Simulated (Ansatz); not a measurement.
**Y on Hf(0001): change of the work function**

Aim: the work function of Hf(0001) at several coverages of Y (hcp site), and the dipole that each adsorbate carries.

Calculated with Ansatz 0.2.0; plane-wave DFT, PBE, Ansatz PAW, in the first sound run; inputs show where later runs differ.

**1. The structure**

The cell holds 4 atoms: 4 Hf. Cell: a = 3.200 Å, b = 3.200 Å, c = 25.594 Å, α = 90.0°, β = 90.0°, γ = 60.0°. Vacuum lies along c.

**2. The clean slab**

The bare slab comes first, as the zero from which every change is counted. The two lowest layers are held at bulk places and the upper ones relax. The dipole correction removes the false field that a one-sided slab makes across the periodic vacuum, so each face gets a flat vacuum level of its own.

Contents of input.yaml:

```yaml
crystal:
  lattice:
    - [3.2, 0.0, 0.0]
    - [1.6, 2.7712812921, 0.0]
    - [0.0, 0.0, 25.5936]
  atoms:
    - { symbol: Hf, position: [0.6666666667, 0.6666666667, 0.3516504126] }
    - { symbol: Hf, position: [0.0, 0.0, 0.4505501375] }
    - { symbol: Hf, position: [0.6666666667, 0.6666666667, 0.5494498625] }
    - { symbol: Hf, position: [0.0, 0.0, 0.6483495874] }
kpoints:
  mp_grid: { grid: [11, 11, 1] }
hamiltonian:
  xc: pbe
scf:
  occupations: { method: fermi_dirac, width: 0.1 }
  convergence: { dr2_threshold: 1.0e-08 }
efield:
  axis: 3
  dipole_correction: true
  ramp_position: 0.97
  ramp_width: 0.06
relax:
  f_tol: 0.02
  max_steps: 60
  constraints: [{ sites: [0, 1] }]
output:
  write_potential: true
  write_density: true
  volumetric_format: npy
```

Run with:

```console
ansatz run input.yaml --threads 4 --pin off --max-ram 12288MiB --backend cpu --events-out ev --progress --plain --runs-dir out
```

Numbers of over 12 decimals in the logs are rounded to 6 here.

What it wrote:

```text
Engine: ansatz 0.2.0, aarch64-unknown-linux-gnu
Pseudopotentials: kind: paw
Pseudopotential: Hf, paw, valence charge 26, recommended cutoff 420 eV (normal), Hf.paw.azcp
Functional definition: PBE
  parameter kappa = 0.804
  parameter beta = 0.066725
  exchange = pbe_x(kappa = kappa, mu = beta*pi^2/3)
  correlation = pbe_c(beta = beta)
Crystal: 4 atoms, lattice volume = 226.967 Å³
Basis set: ecut = 420 eV, 4501 PW (Γ), exchange–correlation on 48×48×360 points (8 copies of the dense FFT grid, shifted against one another)
Bands: 63, of which v1, the nominal top of the filled ones, is band 52 counted from 1 (51 counted from 0)
Symmetry: 6 space group operations
k-points: 16 of 121 (time reversal used)
Non-local potential: Hf, projectors of the file, l = 0: 3, l = 1: 2, l = 2: 2, l = 3: 3
PAW form: soft (Blöchl's): semilocal exchange-correlation on the pseudo side does not see the compensation charge
PAW one-centre angular grid: Hf, 590 points (default); XC on 64 Gauss nodes
Initial density: superposition of atomic densities (neutral atoms: chi_scale 0, normalization atom), corrected by the library's trained network
Initial wavefunctions: pseudopotential atomic-orbital guess
Functional: x = pbe(κ = 0.804, μ = 0.219515), c = pbe(β = 0.066725)
SCF iter   1: F=—  HF=-62883.574451 eV  |F-HF|=—  |Δ(HF+E_count)|=         —  Δρ=6.82e-3  dr2=2.39e0  ethr=1.77e-3  p=0.000 e·Å  D=2.71e-14 V/Å  ΔV_dip=-0.00 eV  dr2_dipole=3.80e-8  V_vac-E_F(+/−)=4.47/4.47 eV  ⟨swp⟩=5.6  Hψ=3317  notcnv=0
efield: sawtooth ramp at fractional position 0.9700 (set: `efield.ramp_position`, or a place that a band, a saddle search or an elastic batch's reference lends), width 0.0600; the density the first Hamiltonian is built on has a dipole p = 0.000 e·Å; the dipole correction subtracts the counter field D = 2.71e-14 V/Å, which shifts the + side's vacuum level by -0.00 eV against the − side's; the planar-averaged density in the ramp window peaks in size at 2.6e-5 e/Å³
preconditioner: auto → LDOS  [metal: Δε(μ)=0.006 eV  Ē_g=17.072 eV  σ=0.100 eV  W_gap=0.01  n_scr=60 (ndim 8)  ℏωp=24.1 eV  f_vac=0.553  D(μ)=6.17/eV (n_scr^D=18)  β→1.0]
SCF iter   2: F=—  HF=-62883.514087 eV  |F-HF|=—  |Δ(HF+E_count)|=   6.04e-2  Δρ=2.19e-3  dr2=7.60e-2  ethr=1.77e-3  p=0.000 e·Å  D=1.47e-5 V/Å  ΔV_dip=-0.00 eV  dr2_dipole=6.72e-12  V_vac-E_F(+/−)=4.34/4.34 eV  ⟨swp⟩=2.0  Hψ=1289  notcnv=0  defer=5
SCF iter   3: F=—  HF=-62883.510501 eV  |F-HF|=—  |Δ(HF+E_count)|=   3.59e-3  Δρ=1.22e-3  dr2=1.60e-2  ethr=7.30e-5  p=0.000 e·Å  D=4.09e-6 V/Å  ΔV_dip=-0.00 eV  dr2_dipole=1.49e-7  V_vac-E_F(+/−)=4.38/4.38 eV  ⟨swp⟩=2.0  Hψ=1942  notcnv=0  defer=5
SCF iter   4: F=—  HF=-62883.509399 eV  |F-HF|=—  |Δ(HF+E_count)|=   1.10e-3  Δρ=2.67e-4  dr2=6.74e-4  ethr=1.53e-5  p=0.000 e·Å  D=3.10e-6 V/Å  ΔV_dip=-0.00 eV  dr2_dipole=4.74e-10  V_vac-E_F(+/−)=4.37/4.37 eV  ⟨swp⟩=2.0  Hψ=1672  notcnv=0  defer=5
SCF iter   5: F=—  HF=-62883.509536 eV  |F-HF|=—  |Δ(HF+E_count)|=   1.37e-4  Δρ=1.05e-4  dr2=3.85e-5  ethr=6.48e-7  p=0.000 e·Å  D=1.83e-6 V/Å  ΔV_dip=-0.00 eV  dr2_dipole=8.20e-9  V_vac-E_F(+/−)=4.36/4.36 eV  ⟨swp⟩=2.1  Hψ=1291  notcnv=0  defer=5
SCF iter   6: F=—  HF=-62883.509596 eV  |F-HF|=—  |Δ(HF+E_count)|=   6.07e-5  Δρ=4.11e-5  dr2=4.31e-6  ethr=3.70e-8  p=0.000 e·Å  D=1.04e-6 V/Å  ΔV_dip=-0.00 eV  dr2_dipole=9.00e-9  V_vac-E_F(+/−)=4.36/4.36 eV  ⟨swp⟩=2.1  Hψ=1718  notcnv=0  defer=5
SCF iter   7: F=—  HF=-62883.509464 eV  |F-HF|=—  |Δ(HF+E_count)|=   1.33e-4  Δρ=1.45e-5  dr2=7.16e-7  ethr=4.14e-9  p=0.000 e·Å  D=5.70e-7 V/Å  ΔV_dip=-0.00 eV  dr2_dipole=1.07e-9  V_vac-E_F(+/−)=4.36/4.36 eV  ⟨swp⟩=2.2  Hψ=1800  notcnv=0  defer=5
SCF iter   8: F=—  HF=-62883.509465 eV  |F-HF|=—  |Δ(HF+E_count)|=   1.42e-6  Δρ=6.17e-6  dr2=9.05e-8  ethr=6.89e-10  p=0.000 e·Å  D=3.16e-7 V/Å  ΔV_dip=-0.00 eV  dr2_dipole=1.78e-10  V_vac-E_F(+/−)=4.36/4.36 eV  ⟨swp⟩=2.2  Hψ=1740  notcnv=0  defer=5
SCF iter   9: F=-62883.509465 eV  HF=-62883.509465 eV  |F-HF|=6.24e-8  |Δ(HF+E_count)|=   2.83e-7  Δρ=1.96e-6  dr2=9.71e-9  ethr=9.62e-12  p=0.000 e·Å  D=1.95e-7 V/Å  ΔV_dip=-0.00 eV  dr2_dipole=3.06e-13  V_vac-E_F(+/−)=4.36/4.36 eV  ⟨swp⟩=8.9  Hψ=8813  notcnv=0
SCF 1 converged in 9 iterations: F = -62883.509465 eV  dr2 = 9.71e-9
  greatest PAW one-centre occupation: 0.999 electrons in one spin orbital (limit 2), on the Hf atom at site 0 (counted from 0), in its partial waves of l = 0
relax step   1: F+E_penalty+E_count = -62883.50946546 eV  Δ(F+E_penalty+E_count) = +0.000e0 eV  max|allowed force component| = 8.358e-1 eV/Å  Δτ_max = 0.0000 Å  (9 SCF iters, accepted)
Initial density: handed on by an earlier stage of this run
Initial wavefunctions: those handed on with the density
SCF iter   1: F=—  HF=-62883.673848 eV  |F-HF|=—  |Δ(HF+E_count)|=         —  Δρ=9.47e-3  dr2=3.44e0  ethr=3.10e-3  p=0.000 e·Å  D=1.96e-7 V/Å  ΔV_dip=-0.00 eV  dr2_dipole=7.16e-1  V_vac-E_F(+/−)=4.38/4.38 eV  ⟨swp⟩=4.1  Hψ=2096  notcnv=0  defer=4
efield: sawtooth ramp at fractional position 0.9700 (set: `efield.ramp_position`, or a place that a band, a saddle search or an elastic batch's reference lends), width 0.0600; the density the first Hamiltonian is built on has a dipole p = 0.000 e·Å; the dipole correction subtracts the counter field D = 1.96e-7 V/Å, which shifts the + side's vacuum level by -0.00 eV against the − side's; the planar-averaged density in the ramp window peaks in size at 1.4e-7 e/Å³
preconditioner: auto → LDOS  [metal: Δε(μ)=0.022 eV  Ē_g=17.085 eV  σ=0.100 eV  W_gap=0.05  n_scr=60 (ndim 8)  ℏωp=24.1 eV  f_vac=0.556  D(μ)=5.09/eV (n_scr^D=16)  β→1.0]
SCF iter   2: F=—  HF=-62883.541879 eV  |F-HF|=—  |Δ(HF+E_count)|=   1.32e-1  Δρ=6.16e-3  dr2=4.56e-1  ethr=3.10e-3  p=0.010 e·Å  D=7.86e-3 V/Å  ΔV_dip=-0.20 eV  dr2_dipole=2.07e-2  V_vac-E_F(+/−)=4.17/4.37 eV  ⟨swp⟩=2.6  Hψ=1453  notcnv=0  defer=8
SCF iter   3: F=—  HF=-62883.509827 eV  |F-HF|=—  |Δ(HF+E_count)|=   3.21e-2  Δρ=2.74e-3  dr2=4.58e-2  ethr=4.38e-4  p=0.006 e·Å  D=4.73e-3 V/Å  ΔV_dip=-0.12 eV  dr2_dipole=2.12e-6  V_vac-E_F(+/−)=4.26/4.38 eV  ⟨swp⟩=3.1  Hψ=2017  notcnv=0  defer=8
SCF iter   4: F=—  HF=-62883.501319 eV  |F-HF|=—  |Δ(HF+E_count)|=   8.51e-3  Δρ=6.01e-4  dr2=1.43e-3  ethr=4.40e-5  p=0.007 e·Å  D=5.80e-3 V/Å  ΔV_dip=-0.15 eV  dr2_dipole=7.90e-7  V_vac-E_F(+/−)=4.23/4.38 eV  ⟨swp⟩=2.0  Hψ=1900  notcnv=0  defer=8
[...]
SCF iter   5: F=—  HF=-62883.571178 eV  |F-HF|=—  |Δ(HF+E_count)|=   1.65e-5  Δρ=1.70e-4  dr2=1.55e-4  ethr=1.05e-6  p=0.003 e·Å  D=2.09e-3 V/Å  ΔV_dip=-0.05 eV  dr2_dipole=1.65e-5  V_vac-E_F(+/−)=4.33/4.38 eV  ⟨swp⟩=2.0  Hψ=1542  notcnv=0  defer=7
SCF iter   6: F=—  HF=-62883.571181 eV  |F-HF|=—  |Δ(HF+E_count)|=   3.58e-6  Δρ=5.09e-5  dr2=1.40e-5  ethr=1.49e-7  p=0.002 e·Å  D=1.74e-3 V/Å  ΔV_dip=-0.04 eV  dr2_dipole=6.27e-6  V_vac-E_F(+/−)=4.33/4.38 eV  ⟨swp⟩=2.0  Hψ=1827  notcnv=0  defer=7
SCF iter   7: F=—  HF=-62883.571177 eV  |F-HF|=—  |Δ(HF+E_count)|=   4.82e-6  Δρ=1.67e-5  dr2=6.21e-7  ethr=1.34e-8  p=0.002 e·Å  D=1.60e-3 V/Å  ΔV_dip=-0.04 eV  dr2_dipole=4.51e-8  V_vac-E_F(+/−)=4.34/4.38 eV  ⟨swp⟩=2.0  Hψ=1860  notcnv=0  defer=7
SCF iter   8: F=—  HF=-62883.571047 eV  |F-HF|=—  |Δ(HF+E_count)|=   1.29e-4  Δρ=6.23e-6  dr2=3.42e-7  ethr=5.97e-10  p=0.002 e·Å  D=1.53e-3 V/Å  ΔV_dip=-0.04 eV  dr2_dipole=1.03e-7  V_vac-E_F(+/−)=4.34/4.38 eV  ⟨swp⟩=2.2  Hψ=1824  notcnv=0  defer=7
SCF iter   9: F=—  HF=-62883.571047 eV  |F-HF|=—  |Δ(HF+E_count)|=   1.20e-7  Δρ=2.08e-6  dr2=4.57e-8  ethr=3.29e-10  p=0.002 e·Å  D=1.51e-3 V/Å  ΔV_dip=-0.04 eV  dr2_dipole=1.22e-8  V_vac-E_F(+/−)=4.34/4.38 eV  ⟨swp⟩=2.8  Hψ=1691  notcnv=0  defer=7
SCF iter  10: F=—  HF=-62883.571047 eV  |F-HF|=—  |Δ(HF+E_count)|=   2.08e-8  Δρ=8.35e-7  dr2=1.42e-8  ethr=9.62e-12  p=0.002 e·Å  D=1.50e-3 V/Å  ΔV_dip=-0.04 eV  dr2_dipole=4.76e-9  V_vac-E_F(+/−)=4.34/4.38 eV  ⟨swp⟩=10.4  Hψ=8238  notcnv=0
SCF iter  11: F=-62883.571047 eV  HF=-62883.571047 eV  |F-HF|=4.37e-11  |Δ(HF+E_count)|=   3.46e-9  Δρ=3.42e-7  dr2=1.06e-9  ethr=9.62e-12  p=0.002 e·Å  D=1.49e-3 V/Å  ΔV_dip=-0.04 eV  dr2_dipole=1.58e-10  V_vac-E_F(+/−)=4.34/4.38 eV  ⟨swp⟩=9.3  Hψ=7178  notcnv=0
SCF 3 converged in 11 iterations: F = -62883.571047 eV  dr2 = 1.06e-9
relax step   3: F+E_penalty+E_count = -62883.57104734 eV  Δ(F+E_penalty+E_count) = -6.158e-2 eV  max|allowed force component| = 1.698e-1 eV/Å  Δτ_max = 0.0942 Å  (11 SCF iters, accepted)
[...]
relax step   4: F+E_penalty+E_count = -62883.57293000 eV  Δ(F+E_penalty+E_count) = -1.883e-3 eV  max|allowed force component| = 5.017e-2 eV/Å  Δτ_max = 0.0184 Å  (8 SCF iters, accepted)
SCF iter   1: F=—  HF=-62883.573446 eV  |F-HF|=—  |Δ(HF+E_count)|=         —  Δρ=3.48e-4  dr2=2.57e-3  ethr=4.20e-5  p=0.003 e·Å  D=2.28e-3 V/Å  ΔV_dip=-0.06 eV  dr2_dipole=4.50e-5  V_vac-E_F(+/−)=4.32/4.38 eV  ⟨swp⟩=2.0  Hψ=1415  notcnv=0  defer=8
efield: sawtooth ramp at fractional position 0.9700 (set: `efield.ramp_position`, or a place that a band, a saddle search or an elastic batch's reference lends), width 0.0600; the density the first Hamiltonian is built on has a dipole p = 0.003 e·Å; the dipole correction subtracts the counter field D = 2.28e-3 V/Å, which shifts the + side's vacuum level by -0.06 eV against the − side's; the planar-averaged density in the ramp window peaks in size at 1.6e-7 e/Å³
preconditioner: auto → LDOS  [metal: Δε(μ)=0.044 eV  Ē_g=17.042 eV  σ=0.100 eV  W_gap=0.11  n_scr=60 (ndim 8)  ℏωp=24.1 eV  f_vac=0.554  D(μ)=5.60/eV (n_scr^D=16)  β→1.0]
SCF iter   2: F=—  HF=-62883.573309 eV  |F-HF|=—  |Δ(HF+E_count)|=   1.36e-4  Δρ=1.90e-4  dr2=4.66e-4  ethr=2.47e-6  p=0.002 e·Å  D=1.91e-3 V/Å  ΔV_dip=-0.05 eV  dr2_dipole=4.68e-7  V_vac-E_F(+/−)=4.33/4.38 eV  ⟨swp⟩=2.0  Hψ=1285  notcnv=0  defer=8
SCF iter   3: F=—  HF=-62883.573290 eV  |F-HF|=—  |Δ(HF+E_count)|=   1.98e-5  Δρ=8.00e-5  dr2=3.31e-5  ethr=4.48e-7  p=0.003 e·Å  D=2.07e-3 V/Å  ΔV_dip=-0.05 eV  dr2_dipole=2.71e-7  V_vac-E_F(+/−)=4.33/4.38 eV  ⟨swp⟩=2.0  Hψ=1759  notcnv=0  defer=8
SCF iter   4: F=—  HF=-62883.573284 eV  |F-HF|=—  |Δ(HF+E_count)|=   5.58e-6  Δρ=2.39e-5  dr2=6.60e-6  ethr=3.18e-8  p=0.003 e·Å  D=2.05e-3 V/Å  ΔV_dip=-0.05 eV  dr2_dipole=2.25e-6  V_vac-E_F(+/−)=4.33/4.38 eV  ⟨swp⟩=2.1  Hψ=1761  notcnv=0  defer=8
SCF iter   5: F=—  HF=-62883.573153 eV  |F-HF|=—  |Δ(HF+E_count)|=   1.31e-4  Δρ=8.23e-6  dr2=2.49e-7  ethr=6.35e-9  p=0.003 e·Å  D=2.05e-3 V/Å  ΔV_dip=-0.05 eV  dr2_dipole=6.25e-9  V_vac-E_F(+/−)=4.33/4.38 eV  ⟨swp⟩=2.0  Hψ=1433  notcnv=0  defer=8
SCF iter   6: F=—  HF=-62883.573153 eV  |F-HF|=—  |Δ(HF+E_count)|=   8.31e-8  Δρ=2.82e-6  dr2=4.08e-8  ethr=2.39e-10  p=0.003 e·Å  D=2.06e-3 V/Å  ΔV_dip=-0.05 eV  dr2_dipole=3.60e-9  V_vac-E_F(+/−)=4.33/4.38 eV  ⟨swp⟩=2.0  Hψ=1796  notcnv=0  defer=8
SCF iter   7: F=-62883.573153 eV  HF=-62883.573153 eV  |F-HF|=2.45e-9  |Δ(HF+E_count)|=   3.07e-8  Δρ=1.25e-6  dr2=9.52e-9  ethr=9.62e-12  p=0.003 e·Å  D=2.07e-3 V/Å  ΔV_dip=-0.05 eV  dr2_dipole=3.11e-10  V_vac-E_F(+/−)=4.33/4.38 eV  ⟨swp⟩=10.7  Hψ=8282  notcnv=0
SCF 5 converged in 7 iterations: F = -62883.573153 eV  dr2 = 9.52e-9
relax step   5: F+E_penalty+E_count = -62883.57315347 eV  Δ(F+E_penalty+E_count) = -2.235e-4 eV  max|allowed force component| = 1.351e-3 eV/Å  Δτ_max = 0.0095 Å  (7 SCF iters, accepted)
NSCF: frozen V_eff on 16 k-points
the band table was solved once a step of the walk had ended and its energy, with any forces and stress, was formed, with the checks that follow a solve (4425 applications of the Hamiltonian). They found nothing against the state; the energy, forces and stress were not computed again (output.eigenvalues in the input reference)
SCF converged after 7 iterations
Free energy (F): -62883.573153 eV
Harris-Foulkes:  -62883.573153 eV  (|F-HF|=2.45e-9)
Internal energy: -62883.389085 eV  (E = F + TS)
E sigma→0 (E₀):  -62883.481119 eV
Entropy (-TS):   -0.184069 eV (-46.017 meV/atom)
Fermi energy:    5.323269 eV
Dipole field:    D = 0.002088 V/Å  (p = 0.002620 e·Å, saw-weighted, corrected)
Work function:   Φ+ = 4.3260 eV   Φ− = 4.3795 eV
Levels:          The Fermi level and band energies are counted from a zero that moves with the ramp; work functions are not
--- Per-component energies (eV) ---
  E_band       = -1375.169722
  E_kinetic    = 1692.834661
  E_local      = -197969.434281  (includes V_loc(G=0)·N_el)
  E_nonlocal   = -4977.790629
  E_hartree    = 97625.641455
  E_xc         = -1197.754589
  E_vxc        = -1061.048892  (∫ρ·V_xc dr)
  E_paw        = -27710.420930  (= ΣΔE_a)
  E_vpaw       = 5689.024388  (= ΣTr[D̂ρ^β])
  E_aug_tail   = -0.000005  (compensation charges beyond the density's cutoff)
  E_efield     = 0.000003  (sawtooth field / dipole correction)
  E_vefield    = -0.003802  (∫n·V_field dr)
  E_ewald      = 69653.535231
  E_smearing   = -0.184069  (= −TS)
  E_closure    = 0.000000  (closes the sum)
  Σ components = -62883.573153   (vs F -62883.573153, Δ=0.00e0)
--- Forces (eV/Å), atoms counted from 1 ---
  atom   1  Hf    -0.00000000     0.00000000     0.67142787
  atom   2  Hf     0.00000000    -0.00000000    -0.66923960
  atom   3  Hf     0.00000000     0.00000000    -0.00085089
  atom   4  Hf     0.00000000    -0.00000000    -0.00135071
  max |Σ_I F_I| component: 1.33e-5 eV/Å
--- Band table (eV; the first three rows and the last of 16) ---
  k-point 0: bands = [... 48 lower, 5.0669, 5.3452, 5.7511, 6.0529, 6.4006, 6.4006, 6.5016, 6.5016, ... 7 higher]
  k-point 1: bands = [... 48 lower, 4.9668, 5.2758, 5.5657, 5.9161, 6.1801, 6.2076, 6.5476, 6.5874, ... 7 higher]
  k-point 2: bands = [... 48 lower, 4.6142, 4.9242, 5.1115, 5.5013, 5.6469, 5.9879, 6.3497, 6.6234, ... 7 higher]
  k-point 15: bands = [... 48 lower, 3.9609, 4.3125, 4.4049, 5.1184, 5.2976, 5.5741, 5.5876, 5.7969, ... 7 higher]
--- Relaxed structure (5 steps of the walk, 4 accepted, 0 SCFs on fresh bases) ---
  F+E_penalty+E_count = -62883.57315347 eV   max|allowed force component| = 1.351e-3 eV/Å
  atoms:
    - { symbol: Hf, position: [0.666667, 0.666667, 0.3516504126] }
    - { symbol: Hf, position: [0.0, 0.0, 0.4505501375] }
    - { symbol: Hf, position: [0.666667, 0.666667, 0.553816] }
    - { symbol: Hf, position: [0, 0, 0.646723] }
```

The job ended after 31 s (4 threads of Arm Neoverse V1, shared host; peak memory 0.69 GiB).

The steps of the relaxation:

| step | energy less that of the first step (eV) | largest force component (eV/Å) |
| --- | --- | --- |
| 1 | 0.0000 | 0.8358 |
| 2 | 0.0080 | 1.1587 |
| 3 | -0.0616 | 0.1698 |
| 4 | -0.0635 | 0.0502 |
| 5 | -0.0637 | 0.0014 |

Relaxation step 2 was tried and not accepted.

Forces are held to the 6 operations that the run works with; a distortion that breaks them can't arise in this run.

The atoms that moved most (Å):

| atom | dx | dy | dz | length |
| --- | --- | --- | --- | --- |
| Hf3 | 0.000 | 0.000 | 0.112 | 0.112 |
| Hf4 | 0.000 | 0.000 | -0.042 | 0.042 |

The relaxed structure:

```cif
data_structure
_symmetry_space_group_name_H-M 'P 1'
_symmetry_Int_Tables_number 1
_cell_length_a 3.2000
_cell_length_b 3.2000
_cell_length_c 25.5936
_cell_angle_alpha 90.000
_cell_angle_beta 90.000
_cell_angle_gamma 60.000
_cell_volume 226.97
loop_
_atom_site_label
_atom_site_type_symbol
_atom_site_fract_x
_atom_site_fract_y
_atom_site_fract_z
_atom_site_occupancy
Hf1 Hf 0.66667 0.66667 0.35165 1
Hf2 Hf 0.00000 0.00000 0.45055 1
Hf3 Hf 0.66667 0.66667 0.55382 1
Hf4 Hf 0.00000 0.00000 0.64672 1
```

This step gave:

```yaml
energy_at_zero_smearing: -62883.4811 eV
work_function_upper_face: 4.326 eV
work_function_lower_face: 4.379 eV
dipole_along_the_normal: 0.002620 e·Å
step_between_the_vacuum_levels: -0.05345 eV
```

Running mean over 2.5312 Å of the planar mean; the ramp of the sawtooth is left out. Table of electron's electrostatic potential energy less the Fermi level by z:

| z (Å) | electron's electrostatic potential energy less the Fermi level (eV) |
| --- | --- |
| 3 | 4.38 |
| 4 | 4.38 |
| 5 | 4.35 |
| 6 | 4.13 |
| 7 | 2.31 |
| 8 | -4.04 |
| 9 | -7.40 |
| 10 | -7.30 |
| 11 | -7.26 |
| 12 | -7.07 |
| 13 | -6.67 |
| 14 | -7.23 |
| 15 | -8.07 |
| 16 | -7.96 |
| 17 | -6.75 |
| 18 | -0.953 |
| 19 | 3.51 |
| 20 | 4.23 |
| 21 | 4.32 |
| 22 | 4.33 |

The relaxation took 5 steps and lowered the energy by 0.064 eV; the largest force on the free atoms ends at 0.0014 eV/Å.

The work function of the upper face is 4.33 eV.

(Continued in part 2 of 5.)

[Logs are printed without paths, hosts, clocks, repeated set-up lines and the standing remarks that a program may print on its own settings, such as how far it seeks lower states.]

[Hosts, paths, dates, database ids (printed as entryN), source tags and the programs' standing remarks are cut or masked in the printed files.]

[Maps of the electrostatic potential energy from Ansatz leave out the sawtooth potential of an applied field or a dipole correction, so their vacuum need not be flat; planar profiles and work functions include it.]
